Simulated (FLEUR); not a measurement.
# Collinear magnetic orders of Gd (Gadolinium) with FLEUR

Aim: find out whether Gd (Gadolinium) carries moments, and which collinear order costs least.

Calculated with FLEUR MaX-R8.1; PBE with U = 6 eV on Gd f; all-electron FLAPW, Dirac cores, scalar-relativistic bands.

### 1. The structure

Symmetry: P6_3/mmc, No. 194, hexagonal system. The conventional cell has a = 3.636 Å, b = 3.636 Å, c = 5.783 Å, α = 90.00°, β = 90.00°, γ = 120.00°. Nearest to Gd lie 12 Gd at 3.57 to 3.64 Å.

### 2. Run 1 (ferro ++)

The parallel start comes first: it shows whether parallel moments hold. The U counters the self-interaction that shrinks the moments of a localised shell.

The file n_mmp_mat seeds the f occupations with whole cubic orbitals by Hund's first rule, so that the U acts from the first pass. inpgen writes inp.xml from crystal.txt; cutoffs, mixing, functional, smearing and local orbitals are then set in the file. The k list default-1 (kpts.xml, not shown) is a Γ-centred 10×10×6 mesh; where the ranks do not divide the number of points, some are split in two of half the weight.

inp.xml reads:

```
<?xml version="1.0" encoding="UTF-8" standalone="no"?>
<fleurInput fleurInputVersion="0.39">
   <comment>
      Gd
   </comment>
   <calculationSetup>
      <cutoffs Kmax="3.6" Gmax="10.8" GmaxXC="10.8" numbands="0"/>
      <scfLoop itmax="120" minDistance="0.0001" maxIterBroyd="15" imix="Anderson" alpha="0.05" precondParam="0.0" spinf="2.0" sdNocoIR="T"/>
      <coreElectrons ctail="T" frcor="F" kcrel="0" coretail_lmax="0"/>
      <xcFunctional name="pbe" relativisticCorrections="F"/>
      <magnetism jspins="2"/>
      <soc l_soc="F" theta="0.0" phi="0.0" spav="F"/>
      <expertModes spex="0" secvar="F"/>
      <geometryOptimization l_f="F" forcealpha="1.0" forcemix="BFGS" epsdisp="0.00001" epsforce="0.00001"/>
      <ldaU l_linMix="F" mixParam="0.05" spinf="1.0"/>
   </calculationSetup>
   <cell>
      <bzIntegration valenceElectrons="36.0" mode="hist" fermiSmearingEnergy="0.00183747">
         <kPointListSelection listName="default-1"/>
         <xi:include xmlns:xi="http://www.w3.org/2001/XInclude" href="kpts.xml"> </xi:include>
      </bzIntegration>
      <xi:include xmlns:xi="http://www.w3.org/2001/XInclude" href="sym.xml"> </xi:include>
      <bulkLattice scale="1.0">
         <bravaisMatrix>
            <row-1>    6.8710441890833946    -0.0000000000188973     0.0000000000000000</row-1>
            <row-2>   -3.4355220945416973     5.9504988182763174     0.0000000000000000</row-2>
            <row-3>    0.0000000000000000     0.0000000000000000    10.9275302881119600</row-3>
         </bravaisMatrix>
      </bulkLattice>
   </cell>
   <atomSpecies>
      <species name="Gadolinium7.000" element="Gd" atomicNumber="64">
         <mtSphere radius="2.8" gridPoints="925" logIncrement="0.014"/>
         <atomicCutoffs lmax="10" lnonsphr="8"/>
         <electronConfig flipSpins="F">
            <coreConfig>(1s1/2) (2s1/2) (2p1/2) (2p3/2) (3s1/2) (3p1/2) (3p3/2) (4s1/2) (3d3/2) (3d5/2) (4p1/2) (4p3/2) (4d3/2) (4d5/2)</coreConfig>
            <valenceConfig>(5s1/2) (5p1/2) (5p3/2) (6s1/2) (4f5/2) (4f7/2) (5d3/2) (5d5/2)</valenceConfig>
            <stateOccupation state="(4f5/2)" spinUp="2.5" spinDown="0.5"/>
            <stateOccupation state="(4f7/2)" spinUp="4.0" spinDown="0.0"/>
            <stateOccupation state="(5d3/2)" spinUp="0.4" spinDown="0.0"/>
            <stateOccupation state="(5d5/2)" spinUp="0.6" spinDown="0.0"/>
         </electronConfig>
         <energyParameters s="6" p="6" d="5" f="4"/>
         <ldaU l="3" U="6.0" J="0.0" l_amf="F"/>
         <lo type="SCLO" l="0" n="5" eDeriv="0"/>
         <lo type="SCLO" l="1" n="5" eDeriv="0"/>
      </species>
   </atomSpecies>
   <atomGroups>
      <atomGroup species="Gadolinium7.000">
         <relPos label="                   1">1.000/3.000 -1.000/3.000 1.000/4.000</relPos>
         <relPos label="                   2">-1.000/3.000 1.000/3.000 -1.000/4.000</relPos>
         <force calculate="T" relaxXYZ="TTT"/>
      </atomGroup>
   </atomGroups>
   <output dos="F" band="F" slice="F">
      <bandDOS minEnergy="-.5*Htr" maxEnergy="0.5*Htr" sigma="0.015" storeEVData="T"/>
      <plotting iplot="0" polar="F">
         <plot TwoD="T" vec1="  1.0  0.0  0.0" vec2="  0.0  1.0  0.0" vec3="  0.0  0.0  1.0" zero="  0.0  0.0  0.0" file="plot"/>
      </plotting>
      <moessbauerParams electricFieldGradient="F" isomerShift="F" coreHyperfine="F" valenceHyperfine="F"/>
   </output>
</fleurInput>
```

crystal.txt reads:

```
Gd
&input film=F cartesian=F /
3.63600000002  -0.00000000001  0.00000000000
-1.81800000001  3.14886836818  0.00000000000
0.00000000000  0.00000000000  5.78260000000
1.8897261246
1.0 1.0 1.0

2
64 0.33333333333  0.66666666667  0.25000000000 : 7.000
64 0.66666666667  0.33333333333  0.75000000000 : 7.000

&kpt div1=10 div2=10 div3=6 gamma=T /
```

Command:

```
$ OMP_NUM_THREADS=1 inpgen -f crystal.txt > inpgen.log  # inp.xml is then edited as shown
$ OMP_NUM_THREADS=1 mpirun -n 4 fleur_MPI > fleur.log
```

The program printed:

```text
Welcome to FLEUR        (www.flapw.de)
      MaX-Release 8.1          (www.max-centre.eu)

 ========== k-point set info ==========
 Selected k-point list: default-1
 k-point list type: mesh
 10 x 10 x 6
 Number of k points: 56

 ------------Calculation Setup---------------------------
 Number of MPI-tasks      :            4
 Number of PE/node        :            4
 Number of OMP-threads    :            1
 k-points in parallel     :            4
 pe's per k-point         :            1
 No of k-point loops      :           14
 Eigenvalue solver        :       lapack
 Number of basis functions:          380
 Approximate size of matrices (H+S) per k-point:         0.002 GB
 --------------------------------------------------------
 Iteration:     1   Distance:      28.01363275 me/bohr^3
 Iteration:     2   Distance:      26.75521091 me/bohr^3
 Iteration:     3   Distance:       3.38353969 me/bohr^3
 Iteration:     4   Distance:       0.61876640 me/bohr^3
 Iteration:     5   Distance:       0.51889615 me/bohr^3
 Iteration:     6   Distance:       0.20438510 me/bohr^3
 Iteration:     7   Distance:       0.14588698 me/bohr^3
 Iteration:     8   Distance:       0.06717715 me/bohr^3
 Iteration:     9   Distance:       0.01742201 me/bohr^3
 Iteration:    10   Distance:       0.01461701 me/bohr^3
 Iteration:    11   Distance:       0.00360785 me/bohr^3
 Iteration:    12   Distance:       0.00316228 me/bohr^3
 Iteration:    13   Distance:       0.00180069 me/bohr^3
 Iteration:    14   Distance:       0.00078612 me/bohr^3
 Iteration:    15   Distance:       0.00042789 me/bohr^3
 Iteration:    16   Distance:       0.00041269 me/bohr^3
 Iteration:    17   Distance:       0.00027092 me/bohr^3
 Iteration:    18   Distance:       0.00007828 me/bohr^3

 ********************************************************************
 Run finished successfully
 Stop message:
   all done
 ********************************************************************

--- out.xml (last complete iteration) ---
<iteration numberForCurrentRun="   18" overallNumber="   18">
         [... left out ...]
         <bandgap value="0.0054756995" units="eV"/>
         <sumValenceSingleParticleEnergies value="-9.7860763524" units="Htr"/>
         <FermiEnergy value="0.2964553586" units="Htr"/>
         <valenceDensity>
            <mtCharges spin="1">
               <mtCharge atomType="1" total="11.6860990" s="1.1226080" p="2.9889269" d="0.6071927" f="6.9667261"/>
            </mtCharges>
            <mtCharges spin="2">
               <mtCharge atomType="1" total="4.3089830" s="1.1104122" p="2.9262625" d="0.2657478" f="0.0063117"/>
            </mtCharges>
            <spinDependentCharge spin="1" total="25.7753655" interstitial="2.4031674" mtSpheres="23.3721980"/>
            <spinDependentCharge spin="2" total="10.2246345" interstitial="1.6066685" mtSpheres="8.6179660"/>
            <totalCharge value="36.0000000000"/>
         </valenceDensity>
         [... left out ...]
         <allElectronCharges>
            <spinDependentCharge spin="1" total="71.7753655" interstitial="2.4031766" mtSpheres="69.3721889"/>
            <spinDependentCharge spin="2" total="56.2246345" interstitial="1.6066800" mtSpheres="54.6179546"/>
            <totalCharge value="127.9999999861"/>
         </allElectronCharges>
         <magneticMomentsInMTSpheres units="muBohr">
            <globalMagMoment atomType="1" vec="0.00000   0.00000   7.37712"/>
            <localMagMoment atomType="1" vec="0.00000   0.00000   7.37712"/>
         </magneticMomentsInMTSpheres>
         <moessbauerParams unitsHFF="kG" unitsIS="e/bohr^3" unitsEFG="Htr/bohr^2">
         </moessbauerParams>
         <totalEnergy value="   -22561.1107947991" units="Htr">
            <sumOfEigenvalues value="   -13891.5767705727">
               <coreElectrons value="-13881.7906942203"/>
               <valenceElectrons value="-9.7860763524"/>
            </sumOfEigenvalues>
            <densityCoulombPotentialIntegral value="-37840.0188377895"/>
            <densityEffectivePotentialIntegral value="-38494.6443343614"/>
            <chargeDenXCDenIntegral value="-500.8157363964"/>
            <FockExchangeEnergyValence value="0.0000000000"/>
            <FockExchangeEnergyCore value="0.0000000000"/>
            <atomTypeDependentContributions atomType="1">
               <electronNucleiInteractionDifferentMTs value="27683.8315324440"/>
               <MadelungTerm value="-61.0505056529"/>
            </atomTypeDependentContributions>
            <dftUCorrection value="-1.5288348002"/>
            <tkbTimesEntropy value="0.0004632084"/>
            <freeEnergy value="-22561.1112580075"/>
            <extrapolationTo0K value="-22561.1110264033"/>
         </totalEnergy>
         <ldaUDensityMatrix>
            <densityMatrixFor spin="1" atomType="1" uIndex="1" l="3" U="6.00000000" J="0.00000000">
               (+0.99540,+0.00000) (+0.00000,+0.00000) (+0.00000,+0.00000) (+0.00000,+0.00000) (+0.00000,+0.00000) (+0.00000,+0.00000) (+0.00077,+0.00000)
               (+0.00000,+0.00000) (+0.99513,+0.00000) (+0.00000,+0.00000) (+0.00000,+0.00000) (+0.00000,+0.00000) (+0.00000,+0.00000) (+0.00000,+0.00000)
               (+0.00000,+0.00000) (+0.00000,+0.00000) (+0.99474,+0.00000) (+0.00000,+0.00000) (+0.00000,+0.00000) (+0.00000,+0.00000) (+0.00000,+0.00000)
               (+0.00000,+0.00000) (+0.00000,+0.00000) (+0.00000,+0.00000) (+0.99619,+0.00000) (+0.00000,+0.00000) (+0.00000,+0.00000) (+0.00000,+0.00000)
               (+0.00000,+0.00000) (+0.00000,+0.00000) (+0.00000,+0.00000) (+0.00000,+0.00000) (+0.99474,+0.00000) (+0.00000,+0.00000) (+0.00000,+0.00000)
               (+0.00000,+0.00000) (+0.00000,+0.00000) (+0.00000,+0.00000) (+0.00000,+0.00000) (+0.00000,+0.00000) (+0.99513,+0.00000) (+0.00000,+0.00000)
               (+0.00077,+0.00000) (+0.00000,+0.00000) (+0.00000,+0.00000) (+0.00000,+0.00000) (+0.00000,+0.00000) (+0.00000,+0.00000) (+0.99540,+0.00000)
            </densityMatrixFor>
            <densityMatrixFor spin="2" atomType="1" uIndex="1" l="3" U="6.00000000" J="0.00000000">
               (+0.00076,+0.00000) (+0.00000,+0.00000) (+0.00000,+0.00000) (+0.00000,+0.00000) (+0.00000,+0.00000) (+0.00000,+0.00000) (+0.00011,+0.00000)
               (+0.00000,+0.00000) (+0.00130,+0.00000) (+0.00000,+0.00000) (+0.00000,+0.00000) (+0.00000,+0.00000) (+0.00000,+0.00000) (+0.00000,+0.00000)
               (+0.00000,+0.00000) (+0.00000,+0.00000) (+0.00080,+0.00000) (+0.00000,+0.00000) (+0.00000,+0.00000) (+0.00000,+0.00000) (+0.00000,+0.00000)
               (+0.00000,+0.00000) (+0.00000,+0.00000) (+0.00000,+0.00000) (+0.00058,+0.00000) (+0.00000,+0.00000) (+0.00000,+0.00000) (+0.00000,+0.00000)
               (+0.00000,+0.00000) (+0.00000,+0.00000) (+0.00000,+0.00000) (+0.00000,+0.00000) (+0.00080,+0.00000) (+0.00000,+0.00000) (+0.00000,+0.00000)
               (+0.00000,+0.00000) (+0.00000,+0.00000) (+0.00000,+0.00000) (+0.00000,+0.00000) (+0.00000,+0.00000) (+0.00130,+0.00000) (+0.00000,+0.00000)
               (+0.00011,+0.00000) (+0.00000,+0.00000) (+0.00000,+0.00000) (+0.00000,+0.00000) (+0.00000,+0.00000) (+0.00000,+0.00000) (+0.00076,+0.00000)
            </densityMatrixFor>
         </ldaUDensityMatrix>
         <ldaUDensityMatrixConvergence>
            <distance spin="1" distance="0.000000"/>
            <distance spin="2" distance="0.000000"/>
         </ldaUDensityMatrixConvergence>
         <densityConvergence units="me/bohr^3">
            <chargeDensity spin="1" distance="0.0000533320"/>
            <chargeDensity spin="2" distance="0.0000540637"/>
            <overallChargeDensity distance="0.0000735293"/>
            <spinDensity distance="0.0000782804"/>
         </densityConvergence>
      </iteration>
```

Elapsed: 56 s, on 4 MPI ranks of Intel Xeon Platinum 8259CL at 2.50GHz (Skylake/Cascade Lake), shared host; peak memory 0.25 GiB.

Numbers from this step:

- free energy: -613919.1126 eV
- program's band gap on this mesh (in a metal only a level spacing): 0.005476 eV
- magnetization: 15.55 μB
- final state: ferromagnetic
- largest moment: 7.377 μB

After 18 cycles the largest moment stands at 7.38 μB.

### 3. Order 2, typed as antiferro +-

Another pattern of signs weighs the neighbour shells otherwise.

inp.xml: that of step 2 with these lines changed.

```diff
@@ -47,2 +47,18 @@
       </species>
+      <species name="Gadolinium-7.000" element="Gd" atomicNumber="64">
+         <mtSphere radius="2.8" gridPoints="925" logIncrement="0.014"/>
+         <atomicCutoffs lmax="10" lnonsphr="8"/>
+         <electronConfig flipSpins="F">
+            <coreConfig>(1s1/2) (2s1/2) (2p1/2) (2p3/2) (3s1/2) (3p1/2) (3p3/2) (4s1/2) (3d3/2) (3d5/2) (4p1/2) (4p3/2) (4d3/2) (4d5/2)</coreConfig>
+            <valenceConfig>(5s1/2) (5p1/2) (5p3/2) (6s1/2) (4f5/2) (4f7/2) (5d3/2) (5d5/2)</valenceConfig>
+            <stateOccupation state="(4f5/2)" spinUp="0.5" spinDown="2.5"/>
+            <stateOccupation state="(4f7/2)" spinUp="0.0" spinDown="4.0"/>
+            <stateOccupation state="(5d3/2)" spinUp="0.0" spinDown="0.4"/>
+            <stateOccupation state="(5d5/2)" spinUp="0.0" spinDown="0.6"/>
+         </electronConfig>
+         <energyParameters s="6" p="6" d="5" f="4"/>
+         <ldaU l="3" U="6.0" J="0.0" l_amf="F"/>
+         <lo type="SCLO" l="0" n="5" eDeriv="0"/>
+         <lo type="SCLO" l="1" n="5" eDeriv="0"/>
+      </species>
    </atomSpecies>
@@ -51,2 +67,5 @@
          <relPos label="                   1">1.000/3.000 -1.000/3.000 1.000/4.000</relPos>
+         <force calculate="T" relaxXYZ="TTT"/>
+      </atomGroup>
+      <atomGroup species="Gadolinium-7.000">
          <relPos label="                   2">-1.000/3.000 1.000/3.000 -1.000/4.000</relPos>
```

crystal.txt: that of step 2 with these lines changed.

```diff
@@ -10,3 +10,3 @@
 64 0.33333333333  0.66666666667  0.25000000000 : 7.000
-64 0.66666666667  0.33333333333  0.75000000000 : 7.000
+64 0.66666666667  0.33333333333  0.75000000000 : -7.000
```

The program printed:

```text
[banner, memory and clock lines left out]
Welcome to FLEUR        (www.flapw.de)
      MaX-Release 8.1          (www.max-centre.eu)

 ========== k-point set info ==========
 Selected k-point list: default-1
 k-point list type: mesh
 10 x 10 x 6
 Number of k points: 56

 ------------Calculation Setup---------------------------
 Number of PE/node        :            4
 Number of OMP-threads    :            1
 k-points in parallel     :            4
 pe's per k-point         :            1
 No of k-point loops      :           14
 Eigenvalue solver        :       lapack
 Number of basis functions:          380
 Approximate size of matrices (H+S) per k-point:         0.004 GB
 Iteration:     1   Distance:      27.77170321 me/bohr^3
 Iteration:     2   Distance:      26.52132891 me/bohr^3
 Iteration:     3   Distance:       3.27392770 me/bohr^3
 Iteration:     4   Distance:       0.59905608 me/bohr^3
 Iteration:     5   Distance:       0.50088312 me/bohr^3
 Iteration:     6   Distance:       0.14527964 me/bohr^3
 Iteration:     7   Distance:       0.12969759 me/bohr^3
 Iteration:     8   Distance:       0.05974300 me/bohr^3
 Iteration:     9   Distance:       0.03353842 me/bohr^3
 Iteration:    10   Distance:       0.01620855 me/bohr^3
 Iteration:    11   Distance:       0.00314575 me/bohr^3
 Iteration:    12   Distance:       0.00337860 me/bohr^3
 Iteration:    13   Distance:       0.00069288 me/bohr^3
 Iteration:    14   Distance:       0.00039668 me/bohr^3
 Iteration:    15   Distance:       0.00015754 me/bohr^3
 Iteration:    16   Distance:       0.00015086 me/bohr^3
 Iteration:    17   Distance:       0.00005243 me/bohr^3

 ********************************************************************
 Run finished successfully
 Stop message:
   all done
 ********************************************************************

--- out.xml (last complete iteration) ---
<iteration numberForCurrentRun="   17" overallNumber="   17">
         [... left out ...]
         <bandgap value="-0.0000000003" units="eV"/>
         <sumValenceSingleParticleEnergies value="-9.7366754976" units="Htr"/>
         <FermiEnergy value="0.2953080838" units="Htr"/>
         <valenceDensity>
            <mtCharges spin="1">
               <mtCharge atomType="1" total="11.6611736" s="1.1274780" p="2.9744189" d="0.5942928" f="6.9645312"/>
               <mtCharge atomType="2" total="4.3435092" s="1.1049120" p="2.9348015" d="0.2918470" f="0.0114866"/>
            </mtCharges>
            <mtCharges spin="2">
               <mtCharge atomType="1" total="4.3435092" s="1.1049120" p="2.9348015" d="0.2918470" f="0.0114866"/>
               <mtCharge atomType="2" total="11.6611736" s="1.1274780" p="2.9744189" d="0.5942928" f="6.9645312"/>
            </mtCharges>
            <spinDependentCharge spin="1" total="18.0000000" interstitial="1.9953172" mtSpheres="16.0046828"/>
            <spinDependentCharge spin="2" total="18.0000000" interstitial="1.9953172" mtSpheres="16.0046828"/>
            <totalCharge value="36.0000000000"/>
         </valenceDensity>
         [... left out ...]
         <magneticMomentsInMTSpheres units="muBohr">
            <globalMagMoment atomType="1" vec="0.00000   0.00000   7.31767"/>
            <localMagMoment atomType="1" vec="0.00000   0.00000   7.31767"/>
            <globalMagMoment atomType="2" vec="0.00000   0.00000  -7.31767"/>
            <localMagMoment atomType="2" vec="0.00000   0.00000  -7.31767"/>
         </magneticMomentsInMTSpheres>
         [... left out ...]
         <totalEnergy value="   -22561.1074600441" units="Htr">
            <sumOfEigenvalues value="   -13891.3917477166">
               <coreElectrons value="-13881.6550722190"/>
               <valenceElectrons value="-9.7366754976"/>
            </sumOfEigenvalues>
            <densityCoulombPotentialIntegral value="-37839.8137240986"/>
            <densityEffectivePotentialIntegral value="-38494.4345529328"/>
            <chargeDenXCDenIntegral value="-500.8125770099"/>
            <FockExchangeEnergyValence value="0.0000000000"/>
            <FockExchangeEnergyCore value="0.0000000000"/>
         [... left out ...]
            <dftUCorrection value="-1.5278759962"/>
            <tkbTimesEntropy value="0.0008050719"/>
            <freeEnergy value="-22561.1082651160"/>
            <extrapolationTo0K value="-22561.1078625801"/>
         </totalEnergy>
         [... left out ...]
         <ldaUDensityMatrixConvergence>
            <distance spin="1" distance="0.000000"/>
            <distance spin="2" distance="0.000000"/>
         </ldaUDensityMatrixConvergence>
         <densityConvergence units="me/bohr^3">
            <chargeDensity spin="1" distance="0.0000306490"/>
            <chargeDensity spin="2" distance="0.0000306638"/>
            <overallChargeDensity distance="0.0000317812"/>
            <spinDensity distance="0.0000524330"/>
         </densityConvergence>
      </iteration>
```

Run time: 1.7 min. Hardware: 4 MPI ranks; peak memory 0.32 GiB.

This step gave:

| Quantity | Value |
| --- | --- |
| free energy | -613919.0311 eV |
| magnetization | 0 μB |
| final state | antiferromagnetic |
| largest moment | 7.318 μB |

It lies 40.7 meV a seeded atom over the first start, and its largest moment is 7.32 μB against 7.38 μB.

(Continued in part 2 of 3.)

[Logs and program files are shortened in this print: banners, set-up blocks, solver, clock and traceback lines can be left out without a mark of their own.]

[Logs are printed without paths, hosts, clocks, repeated set-up lines and the standing remarks that a program may print on its own settings, such as how far it seeks lower states.]

[Hosts, paths, dates, database ids (printed as entryN), source tags and the programs' standing remarks are cut or masked in the printed files.]

[Where a cell is said to come from a database of computed structures, the database is the Materials Project.]
